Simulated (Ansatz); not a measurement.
**LiHgBr3 (built on the sites of a database entry of CsHgF3): a soft mode frozen in**

Wanted: the energy along a soft mode of LiHgBr3 (built on the sites of a database entry of CsHgF3) and the structure at the end.

Program: Ansatz 0.2.0. Level of theory: DFT PBEsol, scalar-relativistic, plane waves, PAW. Results are calculated unless marked as measured.

The structure was built from a prototype and need not be the compound's stable phase.

## (1) Set-up

It takes space group Pm-3m (No. 221, cubic). Conventional cell: a = 5.459 Å, b = 5.459 Å, c = 5.459 Å, α = 90.00°, β = 90.00°, γ = 90.00°. Nearest to Li lie 12 Br at 3.86 Å. Nearest to Hg lie 6 Br at 2.73 Å. Nearest to Br lie 2 Hg at 2.73 Å. Farther neighbours and most contacts between anions are not listed.

## (2) The dispersion

The cell comes from relaxations at this level that are not shown. Stability and thermal properties need the whole zone. Linear response on a 2×2×2 q mesh gives force constants as far as a supercell of that size would.

File input.yaml:

```yaml
crystal:
  lattice:
    - [5.4589240501, 0.0, 0.0]
    - [0.0, 5.4589240501, 0.0]
    - [0.0, 0.0, 5.4589240501]
  atoms:
    - { symbol: Li, position: [0.0, 0.0, 0.0] }
    - { symbol: Hg, position: [0.5, 0.5, 0.5] }
    - { symbol: Br, position: [0.0, 0.5, 0.5] }
    - { symbol: Br, position: [0.5, 0.0, 0.5] }
    - { symbol: Br, position: [0.5, 0.5, 0.0] }
kpoints:
  mp_grid: { grid: [8, 8, 8] }
hamiltonian:
  xc: pbesol
scf:
  occupations: { method: methfessel_paxton, width: 0.2 }
output:
  eigenvalues: true
phonons:
  method: dfpt
  qmesh: [2, 2, 2]
  temperatures: { t_max: 1000, t_step: 50 }
  qpath:
    path:
      - [[0.0, 0.0, 0.0], [0.0, 0.5, 0.0], [0.5, 0.5, 0.0], [0.0, 0.0, 0.0], [0.5, 0.5, 0.5], [0.0, 0.5, 0.0]]
      - [[0.5, 0.5, 0.5], [0.5, 0.5, 0.0]]
    npoints: 10
```

Launch:

```bash
$ ansatz run input.yaml --threads 8 --pin off --max-ram 14336MiB --backend cpu --events-out ev --progress --plain --runs-dir out
```

Numbers of over 12 decimals in the logs are rounded to 6 here.

What it wrote:

```text
Engine: ansatz 0.2.0, aarch64-unknown-linux-gnu
Pseudopotentials: kind: paw
Pseudopotential: Li, paw, valence charge 3, recommended cutoff 420 eV (normal), Li.paw.azcp
Pseudopotential: Hg, paw, valence charge 20, recommended cutoff 420 eV (normal), Hg.paw.azcp
Pseudopotential: Br, paw, valence charge 7, recommended cutoff 420 eV (normal), Br.paw.azcp
Functional definition: PBEsol
  exchange = pbesol_x
  correlation = pbesol_c
Crystal: 5 atoms, lattice volume = 162.675 Å³
Basis set: ecut = 420 eV, 3191 PW (Γ), exchange–correlation on 80×80×80 points (8 copies of the dense FFT grid, shifted against one another)
Bands: 27, of which v1, the nominal top of the filled ones, is band 22 counted from 1 (21 counted from 0)
Symmetry: 48 space group operations
k-points: 35 of 512
Non-local potential: Li, projectors of the file, l = 0: 3, l = 1: 2, l = 2: 1
Non-local potential: Hg, projectors of the file, l = 0: 3, l = 1: 2, l = 2: 2, l = 3: 1
Non-local potential: Br, projectors of the file, l = 0: 2, l = 1: 2, l = 2: 2
PAW form: soft (Blöchl's): semilocal exchange-correlation on the pseudo side does not see the compensation charge
PAW frozen core: Hg, regenerated for the run's functional, and the local potential with it (the file was generated under x = pbe(κ = 0.804, μ = 0.219515), c = pbe(β = 0.066725))
PAW frozen core: Br, regenerated for the run's functional, and the local potential with it (the file was generated under x = pbe(κ = 0.804, μ = 0.219515), c = pbe(β = 0.066725))
PAW one-centre angular grid: Li, 110 points (default); XC on 64 Gauss nodes
PAW one-centre angular grid: Hg, 590 points (default); XC on 64 Gauss nodes
PAW one-centre angular grid: Br, 110 points (default); XC on 64 Gauss nodes
Initial density: superposition of atomic densities (neutral atoms: chi_scale 0, normalization atom), corrected by the library's trained network
Initial wavefunctions: pseudopotential atomic-orbital guess
Functional: x = pbesol(κ = 0.804, μ = 0.123457), c = pbesol(β = 0.046)
SCF iter   1: F=—  HF=-22083.316157 eV  |F-HF|=—  |Δ(HF+E_count)|=         —  Δρ=2.23e-3  dr2=1.10e-2  ethr=1.77e-3  ⟨swp⟩=6.5  Hψ=4337  notcnv=0
preconditioner: auto → none  [metal: Δε(μ)=0.120 eV  Ē_g=9.858 eV  σ=0.200 eV  W_gap=0.45  n_scr=26 (ndim 8)  ℏωp=17.0 eV  f_vac=0.200  D(μ)=0.75/eV (n_scr^D=0)  sad-step TF]
SCF iter   2: F=—  HF=-22083.317089 eV  |F-HF|=—  |Δ(HF+E_count)|=   9.31e-4  S|Δr|=    0.00e0  Δρ=1.33e-3  dr2=4.83e-3  ethr=2.49e-5  ⟨swp⟩=3.0  Hψ=1865  notcnv=0
preconditioner: auto → Resta (q_TF=auto, 2.194 Å⁻¹)  ε∞=4.0  [insulator: Δε(μ)=0.132 eV  Ē_g=9.878 eV  σ=0.200 eV  W_gap=0.50  n_scr=26 (ndim 8)  ℏωp=17.0 eV  f_vac=0.200  D(μ)=0.74/eV (n_scr^D=0)  ε∞_Penn≈4.0]
SCF iter   3: F=—  HF=-22083.316242 eV  |F-HF|=—  |Δ(HF+E_count)|=   8.47e-4  S|Δr|=    0.00e0  Δρ=3.60e-4  dr2=4.69e-4  ethr=1.10e-5  ⟨swp⟩=2.1  Hψ=1452  notcnv=0
SCF iter   4: F=—  HF=-22083.316236 eV  |F-HF|=—  |Δ(HF+E_count)|=   5.45e-6  S|Δr|=    0.00e0  Δρ=1.48e-4  dr2=1.45e-4  ethr=1.07e-6  ⟨swp⟩=2.6  Hψ=1444  notcnv=0  defer=1
SCF iter   5: F=—  HF=-22083.316263 eV  |F-HF|=—  |Δ(HF+E_count)|=   2.66e-5  S|Δr|=    0.00e0  Δρ=6.77e-5  dr2=1.29e-5  ethr=3.29e-7  ⟨swp⟩=2.5  Hψ=1490  notcnv=0  defer=2
SCF iter   6: F=—  HF=-22083.316261 eV  |F-HF|=—  |Δ(HF+E_count)|=   2.31e-6  S|Δr|=    0.00e0  Δρ=2.46e-5  dr2=1.75e-6  ethr=2.94e-8  ⟨swp⟩=2.0  Hψ=1579  notcnv=0  defer=3
SCF iter   7: F=—  HF=-22083.316260 eV  |F-HF|=—  |Δ(HF+E_count)|=   9.32e-7  S|Δr|=    0.00e0  Δρ=8.73e-6  dr2=1.59e-7  ethr=3.97e-9  ⟨swp⟩=2.1  Hψ=1418  notcnv=0  defer=2
SCF iter   8: F=—  HF=-22083.316260 eV  |F-HF|=—  |Δ(HF+E_count)|=   5.56e-8  S|Δr|=    0.00e0  Δρ=1.21e-6  dr2=3.34e-9  ethr=3.62e-10  ⟨swp⟩=2.8  Hψ=1744  notcnv=0  defer=2
SCF iter   9: F=—  HF=-22083.316260 eV  |F-HF|=—  |Δ(HF+E_count)|=   2.91e-9  S|Δr|=    0.00e0  Δρ=2.08e-7  dr2=1.04e-10  ethr=7.58e-12  ⟨swp⟩=2.1  Hψ=1436  notcnv=0  defer=2
SCF iter  10: F=-22083.316260 eV  HF=-22083.316260 eV  |F-HF|=1.09e-11  |Δ(HF+E_count)|=  1.82e-10  S|Δr|=    0.00e0  Δρ=4.30e-8  dr2=4.87e-12  ethr=1.00e-12  ⟨swp⟩=9.3  Hψ=5335  notcnv=0
SCF 1 converged in 10 iterations: F = -22083.316260 eV  dr2 = 4.87e-12
  greatest PAW one-centre occupation: 1.000 electrons in one spin orbital (limit 2), on the Hg atom at site 1 (counted from 0), in its partial waves of l = 0
Initial density: read from a saved state, or passed on in memory by an earlier SCF of this step, an earlier step, the calling program or the single point that the run made first
iter 1 solved again at ethr=5.30e-7 eV; its pass at ethr=3.10e-3 eV (dr2=2.33e-4 eV) is discarded
SCF iter   1: F=—  HF=-22083.316268 eV  |F-HF|=—  |Δ(HF+E_count)|=         —  Δρ=1.09e-6  dr2=2.41e-9  ethr=5.30e-7  ⟨swp⟩=3.7  Hψ=7146  notcnv=0
eigensolver tolerance schedule: the retry pair's looser diagonalisation over-reported the residual by 96886.51 of it (diagonalisation noise at an unbounded share of the residual, at the tolerance the schedule requests for it); recorded, not acted on — ethr = c·dr2/N_el stays at c = 1.0e-1
preconditioner: auto → Resta (q_TF=auto, 2.194 Å⁻¹)  ε∞=3.9  [insulator: Δε(μ)=0.145 eV  Ē_g=9.905 eV  σ=0.200 eV  W_gap=0.55  n_scr=26 (ndim 8)  ℏωp=17.0 eV  f_vac=0.197  D(μ)=0.74/eV (n_scr^D=0)  ε∞_Penn≈3.9]
SCF iter   2: F=—  HF=-22083.316260 eV  |F-HF|=—  |Δ(HF+E_count)|=   8.49e-6  S|Δr|=    0.00e0  Δρ=8.57e-7  dr2=1.43e-9  ethr=5.47e-12  ⟨swp⟩=4.5  Hψ=3029  notcnv=0
SCF iter   3: F=—  HF=-22083.316260 eV  |F-HF|=—  |Δ(HF+E_count)|=  3.42e-10  S|Δr|=    0.00e0  Δρ=4.60e-7  dr2=4.34e-10  ethr=3.26e-12  ⟨swp⟩=2.0  Hψ=1080  notcnv=0
SCF iter   4: F=—  HF=-22083.316260 eV  |F-HF|=—  |Δ(HF+E_count)|=  1.09e-10  S|Δr|=    0.00e0  Δρ=2.20e-7  dr2=9.86e-11  ethr=1.00e-12  ⟨swp⟩=2.0  Hψ=1112  notcnv=0
SCF iter   5: F=—  HF=-22083.316260 eV  |F-HF|=—  |Δ(HF+E_count)|=  2.18e-11  S|Δr|=    0.00e0  Δρ=9.59e-8  dr2=1.99e-11  ethr=1.00e-12  ⟨swp⟩=1.0  Hψ=945  notcnv=0
SCF iter   6: F=-22083.316260 eV  HF=-22083.316260 eV  |F-HF|=3.64e-12  |Δ(HF+E_count)|=  7.28e-12  S|Δr|=    0.00e0  Δρ=3.96e-8  dr2=3.05e-12  ethr=1.00e-12  ⟨swp⟩=3.7  Hψ=2267  notcnv=0
SCF 2 converged in 6 iterations: F = -22083.316260 eV  dr2 = 3.05e-12
phonons: the bands overlap, so this run is a metal and interpolates without the dipole-dipole term. If the crystal is really an insulator or semiconductor, its LO-TO splitting is missing
NSCF: frozen V_eff on 35 k-points
NSCF: frozen V_eff on 125 k-points
DFPT response loops at q = (0, 0, 0) (fractional): preconditioner auto → none (partly filled bands, converged f_vac=0.197); β = 0.50; Broyden in place of MSR1
NSCF: frozen V_eff on 250 k-points
DFPT response loops at q = (0, 0, -0.5) (fractional): mixed as the last ones told, above
NSCF: frozen V_eff on 250 k-points
DFPT response loops at q = (0, -0.5, -0.5) (fractional): mixed as the last ones told, above
NSCF: frozen V_eff on 250 k-points
DFPT response loops at q = (-0.5, -0.5, -0.5) (fractional): mixed as the last ones told, above
SCF converged after 10 iterations
Stability not checked: this state was not tested for a lower state beside it, because cold or Methfessel-Paxton smearing, or corrected tetrahedra, fill the levels in a way that the test cannot read (fill_not_monotonic; see scf.lower_state_search)
Free energy (F): -22083.316260 eV
Harris-Foulkes:  -22083.316260 eV  (|F-HF|=1.09e-11)
Internal energy: -22083.318488 eV  (E = F + TS)
E sigma→0 (E₀):  -22083.316817 eV
Entropy (-TS):   0.002229 eV (0.446 meV/atom)
Fermi energy:    2.931899 eV
--- Per-component energies (eV) ---
  E_band       = -752.201034
  E_kinetic    = 1021.969521
  E_local      = -5613.108654  (includes V_loc(G=0)·N_el)
  E_nonlocal   = 256.385604
  E_hartree    = 2328.136480
  E_xc         = -1011.653893
  E_vxc        = -583.804292  (∫ρ·V_xc dr)
  E_paw        = -16429.139626  (= ΣΔE_a)
  E_vpaw       = -489.917083  (= ΣTr[D̂ρ^β])
  E_aug_tail   = 0.000912  (compensation charges beyond the density's cutoff)
  E_ewald      = -2636.514295
  E_core_change = 0.605462  (= ΣΔE_core)
  E_smearing   = 0.002229  (= −TS)
  E_closure    = 0.000000  (closes the sum)
  Σ components = -22083.316260   (vs F -22083.316260, Δ=0.00e0)
--- Band table (eV; the first three rows and the last of 35) ---
  k-point 0: bands = [... 18 lower, 1.4986, 1.5721, 1.6394, 1.6394, 1.6394, 5.3267, 9.3250, 9.3250, ... 1 higher]
  k-point 1: bands = [... 18 lower, 1.4918, 1.4918, 1.6275, 1.6275, 2.3995, 5.4782, 8.8949, 9.4783, ... 1 higher]
  k-point 2: bands = [... 18 lower, 1.4623, 1.4623, 1.6094, 1.6094, 3.5288, 5.8838, 8.3003, 9.1574, ... 1 higher]
  k-point 34: bands = [... 18 lower, 2.1996, 2.1996, 3.0557, 3.0557, 6.0625, 7.6862, 7.6862, 7.6862, ... 1 higher]
--- Phonons (Γ-DFPT): 4 representative perturbations + reference (Σ response iterations 12) ---
  ASR residual: 1.900e-5 → 0.000e0 eV/Å²; symmetrization residual: 1.413e-6 eV/Å²
  ASR residual per site (eV/Å²): 1.90e-5 1.37e-5 7.15e-6 7.15e-6 7.15e-6
  Γ frequencies (cm⁻¹): -170.35 -170.35 -170.35 -31.33 -31.33 -31.33 0.00 0.00 0.00 39.65 39.65 39.65 168.86 168.86 168.86
--- Phonons (arbitrary-q DFPT): 4 irreducible q on the 2×2×2 mesh ---
  q = [0.0000, 0.0000, 0.0000] (star 1, of the zone-centre solve; hermiticity 4.18e-7, symmetrization 3.54e-12): -170.35 -170.35 -170.35 -31.33 -31.33 -31.33 -0.00 -0.00 0.00 39.65 39.65 39.65 168.86 168.86 168.86
  q = [0.0000, 0.0000, -0.5000] (star 3, 9 solved perturbations in 975 linear systems a pass and spin channel, the states on 125 of 512 k-point pairs; hermiticity 3.91e-7, symmetrization 9.62e-13): -162.44 -162.44 -85.23 -30.59 -30.59 -27.77 23.49 23.49 29.97 29.97 39.03 96.53 146.83 169.23 169.23
  q = [0.0000, -0.5000, -0.5000] (star 3, 9 solved perturbations in 975 linear systems a pass and spin channel, the states on 125 of 512 k-point pairs; hermiticity 2.73e-7, symmetrization 2.73e-13): -152.34 -145.53 -145.53 -56.89 -43.33 -24.77 -24.77 32.54 50.61 50.61 54.50 102.65 102.65 165.15 169.92
  q = [-0.5000, -0.5000, -0.5000] (star 1, 4 solved perturbations in 350 linear systems a pass and spin channel, the states on 125 of 512 k-point pairs; hermiticity 7.43e-8, symmetrization 1.19e-11): -168.55 -168.55 -168.55 -56.94 -56.94 -56.94 -37.82 -37.82 70.13 70.13 70.13 97.72 97.72 97.72 181.12
  sum rule: each row above includes the acoustic sum rule's correction from the zone centre's row sums; it moved no ω² by more than (0.86 cm⁻¹)²
  mesh force constants: q→R imaginary residual 3.74e-18; ASR residual 1.900e-5 → 0.000e0 eV/Å²; symmetrization residual 7.994e-15 eV/Å²
  interpolated dispersion: 62 rows × 15 modes
  density of states and harmonic sums: on the 12×12×12 q-mesh, interpolated from the force constants of a 2×2×2 supercell (no non-analytic term)
  largest difference from the sums on the solved wave vectors: F 1.98e-1 eV, S 2.62e-4 and C_V 6.41e-5 eV/K
  zero-point energy: 0.045796 eV/cell   skipped modes (ω ≤ 0): 536, of them read as no rigid motion or as one in doubt: 533 (6.255e0 modes/cell left out, lowest -170.35 cm⁻¹)   left out of the sums: 4.17e-1 of the cell's modes: C_V's classical limit lies that fraction below 3 k_B per atom; for a crystal, a wire or a layer, F and S can be off by more, and a phonons.interpolated_qmesh denser along its periods is the remedy for the sampling
```

It took 2.1 min on 8 threads of Arm Neoverse V2, shared host; peak memory 1.6 GiB; 16 min of CPU time.

This step gave:

```
volume per atom                                         : 32.54 Å³
gap on the k-mesh                                       : 0 eV
sum-rule residual before enforcement                    : 1.90e-5 eV/Å²
lowest frequency on the path                            : -170.4 cm⁻¹
point group                                             : m-3m
highest frequency on the path or at a solved wavevector : 185.2 cm⁻¹
highest optical mode at the zone centre (no LO-TO term) : 168.9 cm⁻¹
lowest optical zone-centre mode                         : -170.3 cm⁻¹
lowest mode on the q mesh (acoustic modes at Γ apart)   : -170.3 cm⁻¹
```

Frequencies (cm⁻¹) solved at each irreducible wavevector; negative means imaginary. Frequencies by wavevector, by row:

| q in reciprocal lattice units | star | mode 1 | mode 2 | mode 3 | mode 4 | mode 13 | mode 14 | mode 15 |
| --- | --- | --- | --- | --- | --- | --- | --- | --- |
| 0 0 0 | 1 | -170.3 | -170.3 | -170.3 | -31.3 | 168.9 | 168.9 | 168.9 |
| 0 0 -0.5 | 3 | -162.4 | -162.4 | -85.2 | -30.6 | 146.8 | 169.2 | 169.2 |
| 0 -0.5 -0.5 | 3 | -152.3 | -145.5 | -145.5 | -56.9 | 102.7 | 165.2 | 169.9 |
| -0.5 -0.5 -0.5 | 1 | -168.6 | -168.6 | -168.6 | -56.9 | 97.7 | 97.7 | 181.1 |

Interpolated from a 2×2×2 q mesh. The phonon branches at the labelled points (cm⁻¹):

| point | branch 1 | branch 2 | branch 3 | branch 4 | branch 12 | branch 13 | branch 14 | branch 15 |
| --- | --- | --- | --- | --- | --- | --- | --- | --- |
| Γ | -170 | -170 | -170 | -31 | 40 | 169 | 169 | 169 |
| halfway | -166 | -166 | -134 | -30 | 69 | 159 | 169 | 169 |
| X | -162 | -162 | -85 | -31 | 96 | 147 | 169 | 169 |
| halfway | -158 | -154 | -123 | -49 | 99 | 106 | 170 | 171 |
| M | -152 | -146 | -146 | -57 | 103 | 103 | 165 | 170 |
| halfway | -162 | -148 | -141 | -44 | 71 | 134 | 169 | 173 |
| Γ | -170 | -170 | -170 | -31 | 40 | 169 | 169 | 169 |
| halfway | -153 | -153 | -146 | -47 | 75 | 133 | 133 | 184 |
| R | -168 | -168 | -168 | -57 | 98 | 98 | 98 | 181 |
| halfway | -159 | -156 | -141 | -51 | 97 | 99 | 132 | 184 |
| X | -162 | -162 | -85 | -31 | 96 | 147 | 169 | 169 |
| jump to R | -168 | -168 | -168 | -57 | 98 | 98 | 98 | 181 |
| halfway | -161 | -157 | -157 | -57 | 100 | 100 | 116 | 183 |
| M | -152 | -146 | -146 | -57 | 103 | 103 | 165 | 170 |

Symmetry leaves 4 wavevectors to solve. The lowest mode among them, the acoustic zeros apart, lies at Γ and is imaginary, 170.3i cm⁻¹, so the energy falls along it.

## (3) The mode frozen in, largest atomic shift 0 Å

The mode followed lies at q = (-0.5, -0.5, -0.5) with frequency 168.5i cm⁻¹ and is 3-fold degenerate, one of the unstable modes though not the softest. At small amplitude the distorted cell has space group no. 139 by a symmetry search on the positions. The undistorted cell that holds it gives the zero of energy on the same k mesh.

System of this step: LiHgBr3 (built on the sites of a database entry of CsHgF3). It takes space group Pm-3m (No. 221, cubic). Conventional cell: a = 5.459 Å, b = 5.459 Å, c = 5.459 Å, α = 90.00°, β = 90.00°, γ = 90.00°. Nearest to Li lie 12 Br at 3.86 Å. Hg has 6 Br at 2.73 Å nearest. Nearest to Br lie 2 Hg at 2.73 Å. Farther neighbours and most contacts between anions are not listed.

File input.yaml:

```yaml
crystal:
  lattice:
    - [5.4589240501, 5.4589240501, 0.0]
    - [5.4589240501, 0.0, 5.4589240501]
    - [5.4589240501, 0.0, -5.4589240501]
  atoms:
    - { symbol: Li, position: [0.0, 0.5, 0.5] }
    - { symbol: Li, position: [0.0, 0.0, 1.0] }
    - { symbol: Hg, position: [0.5, 0.25, 0.75] }
    - { symbol: Hg, position: [0.5, 0.75, 0.25] }
    - { symbol: Br, position: [0.5, 0.0, 0.5] }
    - { symbol: Br, position: [0.5, 0.5, 0.0] }
    - { symbol: Br, position: [0.0, 0.0, 0.5] }
    - { symbol: Br, position: [0.0, 0.5, 0.0] }
    - { symbol: Br, position: [0.5, 0.5, 0.5] }
    - { symbol: Br, position: [0.5, 0.0, 0.0] }
kpoints:
  mp_grid: { grid: [8, 8, 8] }
hamiltonian:
  xc: pbesol
scf:
  occupations: { method: methfessel_paxton, width: 0.2 }
output:
  forces: true
  stress: true
  eigenvalues: true
```

What it wrote:

```text
[...]
Crystal: 10 atoms, lattice volume = 325.350 Å³
Basis set: ecut = 420 eV, 6375 PW (Γ), exchange–correlation on 108×108×108 points (8 copies of the dense FFT grid, shifted against one another)
Bands: 54, of which v1, the nominal top of the filled ones, is band 44 counted from 1 (43 counted from 0)
Symmetry: 96 space group operations
[...]
k-points: 29 of 512
[...]
k-point 0: bands = [... 40 lower, 2.2008, 2.2008, 2.2008, 3.0577, 3.0577, 5.3270, 6.0627, 7.6858, ... 6 higher]
  k-point 1: bands = [... 40 lower, 2.1377, 2.1701, 2.2231, 2.9036, 2.9036, 5.4417, 6.1412, 7.2215, ... 6 higher]
  k-point 2: bands = [... 40 lower, 1.9211, 2.0848, 2.5710, 2.5710, 2.9745, 5.7581, 6.3482, 6.4578, ... 6 higher]
  k-point 28: bands = [... 40 lower, 1.8902, 1.8902, 2.1346, 2.1346, 5.8009, 5.8009, 7.0687, 7.0687, ... 6 higher]
[key lines of the parts left out:]
SCF converged after 7 iterations
Free energy (F): -44166.624096 eV
Fermi energy:    2.976592 eV
P = ⅓ Tr σ = 0.0305 GPa (0.305 kbar)
```

Wall time 3.4 s (8 threads); peak memory 1.3 GiB; 25 s of CPU time.

Numbers from this step:

```yaml
pressure: 0.03048 GPa
energy_from_the_undistorted_cell: 0 meV/atom
```

The run ends at a pressure of 0.03 GPa.

## (4) The mode frozen in, largest atomic shift 0.6 Å

The atoms are moved along the unstable eigenvector, the largest shift by 0.6 Å, with the cell fixed.

File input.yaml:

```yaml
crystal:
  lattice:
    - [5.4589240501, 5.4589240501, 0.0]
    - [5.4589240501, 0.0, 5.4589240501]
    - [5.4589240501, 0.0, -5.4589240501]
  atoms:
    - { symbol: Li, position: [0.1099117692, 0.4450441154, 0.4450441154] }
    - { symbol: Li, position: [-0.1099117692, 0.0549558846, 1.0549558846] }
    - { symbol: Hg, position: [0.5, 0.25, 0.75] }
    - { symbol: Hg, position: [0.5, 0.75, 0.25] }
    - { symbol: Br, position: [0.5, 0.0032617304, 0.4967382696] }
    - { symbol: Br, position: [0.5, 0.4967382696, 0.0032617304] }
    - { symbol: Br, position: [0.0, 0.0, 0.5] }
    - { symbol: Br, position: [0.0, 0.5, 0.0] }
    - { symbol: Br, position: [0.5, 0.4967382696, 0.4967382696] }
    - { symbol: Br, position: [0.5, 0.0032617304, 0.0032617304] }
kpoints:
  mp_grid: { grid: [8, 8, 8] }
hamiltonian:
  xc: pbesol
scf:
  occupations: { method: methfessel_paxton, width: 0.2 }
output:
  forces: true
  stress: true
  eigenvalues: true
```

What it wrote:

```text
[...]
Crystal: 10 atoms, lattice volume = 325.350 Å³
Basis set: ecut = 420 eV, 6375 PW (Γ), exchange–correlation on 108×108×108 points (8 copies of the dense FFT grid, shifted against one another)
Bands: 54, of which v1, the nominal top of the filled ones, is band 44 counted from 1 (43 counted from 0)
Symmetry: 16 space group operations
[...]
k-points: 59 of 512
[...]
k-point 0: bands = [... 40 lower, 2.0662, 2.1633, 2.1633, 2.9662, 3.0109, 5.4837, 6.2512, 7.5743, ... 6 higher]
  k-point 1: bands = [... 40 lower, 2.1008, 2.1237, 2.1610, 2.8125, 2.8571, 5.5954, 6.3279, 7.1460, ... 6 higher]
  k-point 2: bands = [... 40 lower, 1.8865, 2.0239, 2.4814, 2.5238, 2.9135, 5.9041, 6.3695, 6.5485, ... 6 higher]
  k-point 58: bands = [... 40 lower, 1.4609, 1.4609, 2.0574, 2.9564, 5.4049, 6.8666, 7.0483, 7.0899, ... 6 higher]
[key lines of the parts left out:]
SCF converged after 7 iterations
Free energy (F): -44166.884886 eV
Fermi energy:    2.910319 eV
P = ⅓ Tr σ = 0.0507 GPa (0.507 kbar)
```

Wall time 6.3 s (8 threads); peak memory 1.5 GiB.

This step gave:

| Item | Value |
| --- | --- |
| pressure | 0.05072 GPa |
| energy from the undistorted cell | -26.09 meV/atom |

The energy, extrapolated to zero smearing, is -26.09 meV/atom against the undistorted cell.

The run ends at a pressure of 0.05 GPa, with forces up to 0.36 eV/Å.

(Part 1 of 2 ends here.)

[Logs are printed without paths, hosts, clocks, repeated set-up lines and the standing remarks that a program may print on its own settings, such as how far it seeks lower states.]

[Hosts, paths, dates, database ids (printed as entryN), source tags and the programs' standing remarks are cut or masked in the printed files.]
